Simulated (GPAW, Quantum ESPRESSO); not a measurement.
# F K ELNES/XANES of NaF (Villiaumite, Fm-3m) from DFT, part 3 of 5

Aim: the F K edge of NaF (Villiaumite, Fm-3m) by two routes, a Lanczos recursion (XSpectra) and a sum over empty bands (GPAW), to see which features are robust.

Quantum ESPRESSO 7.5 and GPAW 26.7.0; core-hole supercells, plane-wave PAW PBE.

So far. Step 2 (The field without a hole (Quantum ESPRESSO)): The mesh shows a gap of 6.29 eV, so the hole is first treated in a charged cell, without the excited electron. Step 3 (Spectrum without a core hole, F atom 2 (Quantum …): Main maxima below 24 eV (height): 6.9 eV (3.20), 13.4 eV (2.15), 15.3 eV (0.99), 16.5 eV (0.85) and 22.4 eV (2.16). A K edge sees empty p states on the absorber.

## 8. Spectrum with FCH, F atom 2 (Quantum ESPRESSO)

Level of this step: X-ray absorption near-edge structure, plane-wave PAW PBE, one-electron final states by a Lanczos continued fraction (Quantum ESPRESSO).

The Lanczos recursion gives the spectrum without computing empty bands; each polarisation needs a run of its own on the full k mesh. xe0 is set between filled and empty states, and states below it are cut. The file of filecore holds the core orbital, taken from the hole-free data set.

Contents of xspectra.in:

```
&input_xspectra
   calculation='xanes_dipole', edge='K'
   prefix='x', outdir='tmp', xiabs=2, xe0=4.097
   xonly_plot=.false., x_save_file='xanes.sav'
   xniter=3000, xcheck_conv=20, xerror=0.005
   xcoordcrys=.false., xepsilon(1)=1, xepsilon(2)=0, xepsilon(3)=0
/
&plot
   xnepoint=413, xemin=-10, xemax=45, terminator=.true., cut_occ_states=.true.
   xgamma=0.4
/
&pseudos
   filecore='../F.wfc'
/
&cut_occ
   cut_desmooth=0.1, cut_stepl=0.05, cut_stepu=0.05, cut_ierror=1e-5
/
4 5 5 0 0 0
```

xspectra_1.in, as its differences from xspectra.in of step 8:

```diff
@@ -5,3 +5,3 @@
    xniter=3000, xcheck_conv=20, xerror=0.005
-   xcoordcrys=.false., xepsilon(1)=1, xepsilon(2)=0, xepsilon(3)=0
+   xcoordcrys=.false., xepsilon(1)=0, xepsilon(2)=1, xepsilon(3)=0
 /
```

On the command line:

```sh
$ OMP_NUM_THREADS=1 mpirun --oversubscribe --bind-to none -np 4 xspectra.x -nk 4 -in xspectra.in > xspectra.out
```

The program printed:

```text
     [... banner and references ...]
Reading input_file

     calculation: xanes_dipole

     xepsilon  [cartesian coordinates]:   1.000000   0.000000   0.000000

     xonly_plot: FALSE
        => complete calculation: Lanczos + spectrum plot

     filecore (core-wavefunction file): ../F.wfc

     main plot parameters:
        cut_occ_states: TRUE
        gamma_mode:  constant
        -> using xgamma [eV]:  0.40
        xemin [eV]: -10.00
        xemax [eV]:  45.00
        xnepoint:  413
        xe0 [eV]:   4.097000 (energy zero read in input file)

     WARNING: variable ef_r is obsolete

                      Reading SCF save directory: x.save

     tmp/x.save/

     Exchange-correlation= PBE
                           (   1   4   3   4   0   0   0)

     G-vector sticks info

                           Getting the Fermi energy

     From SCF save directory:
        ehomo [eV]:    1.3556 (highest occupied level)
        elumo [eV]:    6.8385 (lowest occupied level)
        ef    [eV]:    1.3556

     -> ef (in eV) will be written in x_save_file

                           Energy zero of the spectrum

     -> ef will NOT be used as energy zero of the spectrum
       (because xe0 read in input file)

     G-vector sticks info

     bravais-lattice index     =            0
     lattice parameter (alat)  =      10.7390  a.u.
     unit-cell volume          =    1011.2110 (a.u.)^3
     number of atoms/cell      =           12
     number of atomic types    =            3
     number of electrons       =        96.00
     number of Kohn-Sham states=           52
     kinetic-energy cutoff     =      62.0000  Ry
     charge density cutoff     =     360.0000  Ry
     Exchange-correlation= PBE
                           (   1   4   3   4   0   0   0)

     celldm(1)=  10.738966  celldm(2)=   0.000000  celldm(3)=   0.000000
     celldm(4)=   0.000000  celldm(5)=   0.000000  celldm(6)=   0.000000

     crystal axes: (cart. coord. in units of alat)
               a(1) = (   0.408248   0.816497   0.408248 )
               a(2) = (   0.816497  -0.408248  -0.408248 )
               a(3) = (   0.408248   0.408248  -0.816497 )

     reciprocal axes: (cart. coord. in units 2 pi/alat)
               b(1) = (  0.612372  0.612372  0.612372 )
               b(2) = (  1.020621 -0.612372  0.204124 )
               b(3) = ( -0.204124  0.612372 -1.020621 )

     PseudoPot. #1 for Na:     Pseudo is Projector augmented-wave + core cor, Zval =  9.0

     ../pp/F.pbe-n-kjpaw-1sch.UPF
     Pseudo is Projector augmented-wave + core cor, Zval =  8.0
     Shape of augmentation charge: PSQ
     Using radial grid of 1105 points,  4 beta functions with:
                l(1) =   0
                l(2) =   0
                l(3) =   1
                l(4) =   1
     Q(r) pseudized with 0 coefficients

     ../pp/F.pbe-n-kjpaw.UPF
     Pseudo is Projector augmented-wave + core cor, Zval =  7.0
     Shape of augmentation charge: PSQ
     Using radial grid of 1105 points,  4 beta functions with:
                l(1) =   0
                l(2) =   0
                l(3) =   1
                l(4) =   1
     Q(r) pseudized with 0 coefficients

     atomic species   valence    mass     pseudopotential
     Na                9.00     1.00000     Na( 1.00)
     F0                8.00     1.00000     F ( 1.00)
     F                 7.00     1.00000     F ( 1.00)

      4 Sym. Ops., with inversion, found

   Cartesian axes

     site n.     atom                  positions (alat units)
         1        Na     tau(   1) = (   0.0000000   0.0000000   0.0000000  )
         2        Na     tau(   2) = (   0.4082483   0.4082483  -0.0000000  )
         3        Na     tau(   3) = (   0.4082483  -0.0000000  -0.4082483  )
         4        Na     tau(   4) = (   0.8164966   0.4082483  -0.4082483  )
         5        Na     tau(   5) = (   0.8164966   0.0000000  -0.8164966  )
         6        Na     tau(   6) = (   1.2247449   0.4082483  -0.8164966  )
         7        F0     tau(   7) = (   0.8164966   0.8164966  -0.4082483  )
         8        F      tau(   8) = (   0.8164966   0.4082483  -0.8164966  )
         9        F      tau(   9) = (   0.8164966   0.4082483   0.0000000  )
        10        F      tau(  10) = (   0.8164966   0.0000000  -0.4082483  )
        11        F      tau(  11) = (   1.2247449   0.4082483  -0.4082483  )
        12        F      tau(  12) = (   0.4082483   0.4082483  -0.4082483  )

     number of k points=   100

     Number of k-points >= 100: set verbosity='high' to print them.

     Dense  grid:   116853 G-vectors     FFT dimensions: (  72,  72,  72)

     Smooth grid:    66649 G-vectors     FFT dimensions: (  54,  54,  54)

     The potential is recalculated from file :
     tmp/x.save/charge-density

     Starting wfcs are   54 atomic wfcs
     Checking if some PAW data can be deallocated...

               Reading core wavefunction file for the absorbing atom

     ../F.wfc successfully read

                              Attributing the PAW radii
                     for the absorbing atom [units: Bohr radius]

        PAW proj 1: r_paw(l= 0)= 1.95  (1.5*r_cut)
        PAW proj 2: r_paw(l= 0)= 1.95  (1.5*r_cut)
        PAW proj 3: r_paw(l= 1)= 2.10  (1.5*r_cut)
        PAW proj 4: r_paw(l= 1)= 2.10  (1.5*r_cut)

        NB: The calculation will not necessary use all these r_paw values.
            - For a edge in the electric-dipole approximation,
              only the r_paw(l=1) values are used.
            - For a K edge in the electric-quadrupole approximation,
              only the r_paw(l=2) values are used.

            - For a L2 or L3 edge in the electric-quadrupole approximation,

              all projectors (s, p and d) are used.

                          Starting XANES calculation
                     in the electric dipole approximation

     Method of calculation based on the Lanczos recursion algorithm
        - STEP 1: Construction of a kpoint-dependent Lanczos basis,
          in which the Hamiltonian is tridiagonal (each 'iter'
          corresponds to the calculation of one more Lanczos vector)
        - STEP 2: Calculation of the cross-section as a continued fraction
          averaged over the k-points.

     ... Begin STEP 1 ...

        Radial transition matrix element(s) used in the calculation of the
        initial vector of the Lanczos basis (|tilde{phi}_abs> normalized)
        | For PAW proj. (l=1) #1: radial matrix element =   0.145259052
        | For PAW proj. (l=1) #2: radial matrix element =   0.191705787

NB: the    25 k-point are not all listed below because npool=  4
        |-------------------------------------------------------------
        ! k-point #     1:  ( 0.0000,  0.0000,  0.0000),  0.0200,   1
        |-------------------------------------------------------------
 okvan= T
        |   Norm of the initial Lanczos vector: 0.82289815E-01
        |   Estimated error at iter     20:   0.99556637
        |   Estimated error at iter     40:   0.53119663
        |   Estimated error at iter     60:   0.35403640
        |   Estimated error at iter     80:   0.29451893
        |   Estimated error at iter    100:   0.22861436
[...]
!   => CONVERGED at iter    520 with error=  0.00412665
        |-------------------------------------------------------------
        ! k-point #     2:  (-0.0408,  0.1225, -0.2041),  0.0200,   1
        |-------------------------------------------------------------
 okvan= T
        |   Norm of the initial Lanczos vector: 0.82286037E-01
[...]
!   => CONVERGED at iter    860 with error=  0.00403496
        |-------------------------------------------------------------
     [... 22 further k-points ...]
        ! k-point #    25:  ( 0.6532,  0.0000, -0.6532),  0.0200,   1
        |-------------------------------------------------------------
 okvan= T
        |   Norm of the initial Lanczos vector: 0.82288262E-01
[...]
|   Estimated error at iter    760:   0.01454204
        |   Estimated error at iter    780:   0.01257905
        |   Estimated error at iter    800:   0.01117290
        !   => CONVERGED at iter    820 with error=  0.00325452

     Results of STEP 1 successfully written in x_save_file
     x_save_file name:
     ->  xanes.sav
     x_save_file version:  2

     ... End STEP 1 ...

     ... Begin STEP 2 ...

     The spectrum is calculated using the following parameters:
        xe0 [eV]:    4.0970
        the occupied states are elimintate from the spectrum
        xemin [eV]: -10.00
        xemax [eV]:  45.00
        xnepoint:  413
        constant broadening parameter [eV]:    0.400
        Core level energy [eV]:  -696.7
         (from electron binding energy of neutral atoms in X-ray data booklet)

     Cross-section successfully written in xanes.dat

     ... End STEP 2 ...

                                END JOB XSpectra
```

Elapsed: 10 min, on 4 MPI ranks of Arm Neoverse N1, shared host; peak memory 0.13 GiB.

The F K spectrum, F atom 2, full core hole (charged cell) (energy from the lowest empty level; intensity scaled to a mean of 1 over the first 20 eV; the points at xe0, where the cut of filled states can leave a spike, are interpolated):

| E (eV) | intensity |
| --- | --- |
| -2.0 | 0.04 |
| -1.5 | 0.04 |
| -1.0 | 0.05 |
| -0.5 | 0.06 |
| 0.0 | 0.08 |
| 0.5 | 0.12 |
| 1.0 | 0.19 |
| 1.5 | 0.27 |
| 2.0 | 0.37 |
| 2.5 | 0.62 |
| 3.0 | 1.02 |
| 3.5 | 1.42 |
| 4.0 | 1.78 |
| 4.5 | 2.04 |
| 5.0 | 2.25 |
| 5.5 | 2.30 |
| 6.0 | 1.88 |
| 6.5 | 1.97 |
| 7.0 | 1.49 |
| 7.5 | 1.01 |
| 8.0 | 0.75 |
| 8.5 | 0.63 |
| 9.0 | 0.54 |
| 9.5 | 0.50 |
| 10.0 | 0.52 |
| 10.5 | 0.59 |
| 11.0 | 0.78 |
| 11.5 | 0.97 |
| 12.0 | 1.28 |
| 12.5 | 1.59 |
| 13.0 | 1.69 |
| 13.5 | 1.42 |
| 14.0 | 1.01 |
| 14.5 | 0.77 |
| 15.0 | 0.70 |
| 15.5 | 0.66 |
| 16.0 | 0.65 |
| 16.5 | 0.71 |
| 17.0 | 0.86 |
| 17.5 | 0.78 |
| 18.0 | 0.62 |
| 18.5 | 0.72 |
| 19.0 | 0.88 |
| 19.5 | 1.02 |
| 20.0 | 1.24 |
| 20.5 | 1.69 |
| 21.0 | 1.56 |
| 21.5 | 1.54 |
| 22.0 | 1.62 |
| 22.5 | 1.24 |
| 23.0 | 0.89 |
| 23.5 | 0.69 |
| 24.0 | 0.52 |
| 24.5 | 0.48 |
| 25.0 | 0.46 |
| 25.5 | 0.52 |
| 26.0 | 0.62 |
| 26.5 | 0.77 |
| 27.0 | 0.83 |
| 27.5 | 0.82 |
| 28.0 | 0.61 |
| 28.5 | 0.49 |
| 29.0 | 0.38 |
| 29.5 | 0.35 |
| 30.0 | 0.36 |
| 30.5 | 0.39 |
| 31.0 | 0.42 |
| 31.5 | 0.42 |
| 32.0 | 0.47 |

Main maxima below 24 eV (height): 5.4 eV (2.32), 6.5 eV (1.97), 12.9 eV (1.69), 17.2 eV (0.88), 20.6 eV (1.69) and 21.8 eV (1.64). 

The hole costs E(hole) − E(ground) = 687.81 eV, and the lowest empty level of the hole cell lies at 6.84 eV, which puts the zero at 694.65 eV. One term is added: -9.97 eV, since the hole is spin-paired here and a spin-polarised one costs that much less in the free atom (computed apart). The photon energy is then 684.68 eV. The functional and the charged cell's background leave an error of a few eV in such absolute values.

## 9. Another broadening

The final state's lifetime shortens with energy, so measured features broaden above the edge; the saved Lanczos coefficients are redrawn with a width that grows.

Contents of xspectra_plot.in:

```
&input_xspectra
   calculation='xanes_dipole', edge='K'
   prefix='x', outdir='tmp', xiabs=2, xe0=4.097
   xonly_plot=.true., x_save_file='xanes.sav'
   xniter=3000, xcheck_conv=20, xerror=0.005
   xcoordcrys=.false., xepsilon(1)=1, xepsilon(2)=0, xepsilon(3)=0
/
&plot
   xnepoint=413, xemin=-10, xemax=45, terminator=.true., cut_occ_states=.true.
   gamma_mode='variable', gamma_energy(1)=4, gamma_energy(2)=25, gamma_value(1)=0.3, gamma_value(2)=2.5
/
&pseudos
   filecore='../F.wfc'
/
&cut_occ
   cut_desmooth=0.1, cut_stepl=0.05, cut_stepu=0.05, cut_ierror=1e-5
/
4 5 5 0 0 0
```

On the command line:

```sh
$ OMP_NUM_THREADS=1 xspectra.x -in xspectra_plot.in > xspectra_plot.out
```

The program printed:

```text
     [... banner and references ...]
Reading input_file
     -------------------------------------------------------------------------

     calculation: xanes_dipole

     xonly_plot: TRUE
        => only the spectrum plot

     main plot parameters:
        cut_occ_states: TRUE
        gamma_mode:  variable
        -> first, constant up to point ( 4.00, 0.30) [eV]
        -> then, linear up to point (25.00, 2.50) [eV]
        -> finally, constant up to xemax
        xemin [eV]: -10.00
        xemax [eV]:  45.00
        xnepoint:  413
[...]
xemin [eV]: -10.00
        xemax [eV]:  45.00
        xnepoint:  413
        energy-dependent broadening parameter:
         -> first, constant up to point ( 4.00, 0.30) [eV]
         -> then, linear up to point (25.00, 2.50) [eV]
         -> finally, constant up to xemax
        Core level energy [eV]:  -696.7
         (from electron binding energy of neutral atoms in X-ray data booklet)

     Cross-section successfully written in xanes.dat

     -------------------------------------------------------------------------
                                END JOB XSpectra
     -------------------------------------------------------------------------
[key lines of the parts left out:]
Fermi level [eV]:   1.3556
```

The job ended after 5.7 s (1 MPI rank; peak memory 0.05 GiB).

With a Lorentzian half width 0.3 eV up to 4 eV, rising linearly to 2.5 eV at 25 eV (counted from xe0, 2.7 eV below the zero used here), the maxima are 5.1 eV (2.05), 12.8 eV (1.16) and 20.8 eV (1.05).

## 10. Supercell with XCH, F atom 2 (Quantum ESPRESSO)

The holes are 5.7 Å apart. The excited electron is kept in the cell, where it fills the lowest empty states and screens the hole.

Changed against the first core-hole run: core hole to XCH.

Contents of scf.in:

```
&control
   calculation='scf', prefix='x', pseudo_dir='../pp', outdir='tmp', tprnfor=.true.
/
&system
   ibrav=0, nat=12, ntyp=3, nbnd=60
   ecutwfc=62, ecutrho=360
   occupations='smearing', smearing='gaussian', degauss=0.003
/
&electrons
   conv_thr=1.2e-07, electron_maxstep=120
   mixing_beta=0.5
/
ATOMIC_SPECIES
Na 1.0 Na.pbe-spnl-kjpaw.UPF
F0 1.0 F.pbe-n-kjpaw-1sch.UPF
F 1.0 F.pbe-n-kjpaw.UPF
CELL_PARAMETERS angstrom
  2.32000000 4.64000000 2.32000000
  4.64000000 -2.32000000 -2.32000000
  2.32000000 2.32000000 -4.64000000
ATOMIC_POSITIONS crystal
Na   0.00000000 0.00000000 0.00000000
Na   0.50000000 0.16666667 0.16666667
Na   0.00000000 0.33333333 0.33333333
Na   0.50000000 0.50000000 0.50000000
Na   0.00000000 0.66666667 0.66666667
Na   0.50000000 0.83333333 0.83333333
F0   0.75000000 0.25000000 0.75000000
F    0.25000000 0.41666667 0.91666667
F    0.75000000 0.58333333 0.08333333
F    0.25000000 0.75000000 0.25000000
F    0.75000000 0.91666667 0.41666667
F    0.25000000 0.08333333 0.58333333
K_POINTS automatic
4 4 4 0 0 0
```

On the command line:

```sh
$ OMP_NUM_THREADS=1 mpirun --oversubscribe --bind-to none -np 4 pw.x -nk 4 -in scf.in > scf.out
```

The program printed:

```text
     [... banner and references ...]
[banner, memory and clock lines left out]
using ibrav=0 with symmetry is DISCOURAGED, use correct ibrav instead

     G-vector sticks info

     bravais-lattice index     =            0
     lattice parameter (alat)  =      10.7390  a.u.
     unit-cell volume          =    1011.2110 (a.u.)^3
     number of atoms/cell      =           12
     number of atomic types    =            3
     number of electrons       =        97.00
     number of Kohn-Sham states=           60
     kinetic-energy cutoff     =      62.0000  Ry
     charge density cutoff     =     360.0000  Ry
     scf convergence threshold =      1.2E-07
     mixing beta               =       0.5000
     number of iterations used =            8  plain     mixing
     Exchange-correlation= SLA  PW   PBX  PBC
                           (   1   4   3   4   0   0   0)

     celldm(1)=  10.738966  celldm(2)=   0.000000  celldm(3)=   0.000000
     celldm(4)=   0.000000  celldm(5)=   0.000000  celldm(6)=   0.000000

     crystal axes: (cart. coord. in units of alat)
               a(1) = (   0.408248   0.816497   0.408248 )
               a(2) = (   0.816497  -0.408248  -0.408248 )
               a(3) = (   0.408248   0.408248  -0.816497 )

     reciprocal axes: (cart. coord. in units 2 pi/alat)
               b(1) = (  0.612372  0.612372  0.612372 )
               b(2) = (  1.020621 -0.612372  0.204124 )
               b(3) = ( -0.204124  0.612372 -1.020621 )

     PseudoPot. #1 for Na:     Pseudo is Projector augmented-wave + core cor, Zval =  9.0

     ../pp/F.pbe-n-kjpaw-1sch.UPF
     Pseudo is Projector augmented-wave + core cor, Zval =  8.0
[...]
End of self-consistent calculation

          k = 0.0000 0.0000 0.0000 (  8355 PWs)   bands (ev):

   -46.2330 -46.2198 -46.2173 -46.2171 -46.2153 -46.2153 -27.3704 -18.7722
   -18.5706 -18.5645 -18.5556 -18.3603 -18.2493 -18.2249 -18.1966 -18.1622
   -18.1605 -18.1579 -18.1197 -18.1004 -18.0862 -18.0793 -18.0782 -18.0781
   -18.0723 -17.8414 -17.4028 -17.3486 -17.3485 -17.2006  -8.6714  -8.6644
    -8.6642  -0.3203  -0.0505   0.0397   0.1993   0.2288   0.2868   0.3674
     0.4648   0.6387   0.6965   0.7657   0.7939   1.0391   1.0781   1.0901
     6.5042  11.1744  11.5870  12.0013  12.1636  12.4667  12.6970  13.3648
    13.4319  13.8410  14.2267  15.7655

     [... bands of 23 further k-points ...]

     the Fermi energy is     8.2247 ev

!    total energy              =   -1026.88637094 Ry
     total all-electron energy =     -3098.196819 Ry
     estimated scf accuracy    <          8.6E-09 Ry
     smearing contrib. (-TS)   =      -0.00023871 Ry
     internal energy E=F+TS    =   -1026.88613223 Ry

     The total energy is F=E-TS. E is the sum of the following terms:
     one-electron contribution =    -532.63089656 Ry
     hartree contribution      =     318.59431290 Ry
     xc contribution           =    -149.16564246 Ry
     ewald contribution        =    -511.65313850 Ry
     one-center paw contrib.   =    -152.03076761 Ry

     convergence has been achieved in   9 iterations

     Forces acting on atoms (cartesian axes, Ry/au):

     atom    1 type  1   force =     0.00060483    0.03771598    0.00060483
     atom    2 type  1   force =    -0.00162901   -0.00159804   -0.03869833
     atom    3 type  1   force =     0.00162901    0.00159804    0.03869833
[...]
atom   11 type  3   force =     0.00010238    0.00000000   -0.00010238
     atom   12 type  3   force =     0.00343606    0.00000000   -0.00343606

     Total force =     0.094365     Total SCF correction =     0.000229

     XML data file, charge density, pseudopotentials, collected wavefunctions
```

It took 2.1 min on 4 MPI ranks; peak memory 0.22 GiB; 8.3 min of CPU time.

Energy with the hole: -42153.115 eV, cores included.

## 11. Excitation energy, F atom 2 (Quantum ESPRESSO)

With the excited electron kept in the cell the system stays neutral, and the energy difference is an excitation energy by itself. In a small cell that electron takes up a good share of the lowest empty band, or all of one, which shifts the value from the true onset.

The total-energy difference is 695.59 eV. With the free-atom term of -9.97 eV for this edge, the photon energy is 685.62 eV.

(Part 3 of 5 ends here.)

[Banner, clock and machine lines of the logs are left out without a mark of their own.]

[Logs are printed without paths, hosts, clocks, repeated set-up lines and the standing remarks that a program may print on its own settings, such as how far it seeks lower states.]

[Hosts, paths, dates, database ids (printed as entryN), source tags and the programs' standing remarks are cut or masked in the printed files.]

[Lists of maxima count a maximum above −3 eV only where it reaches 4 % of the highest in the window and stands out from its surroundings by 2 % of it (1.5 % where it reaches 55 %); shoulders and weaker maxima are passed over, and of the rest the first, up to two pre-edge ones and the few strongest are named.]
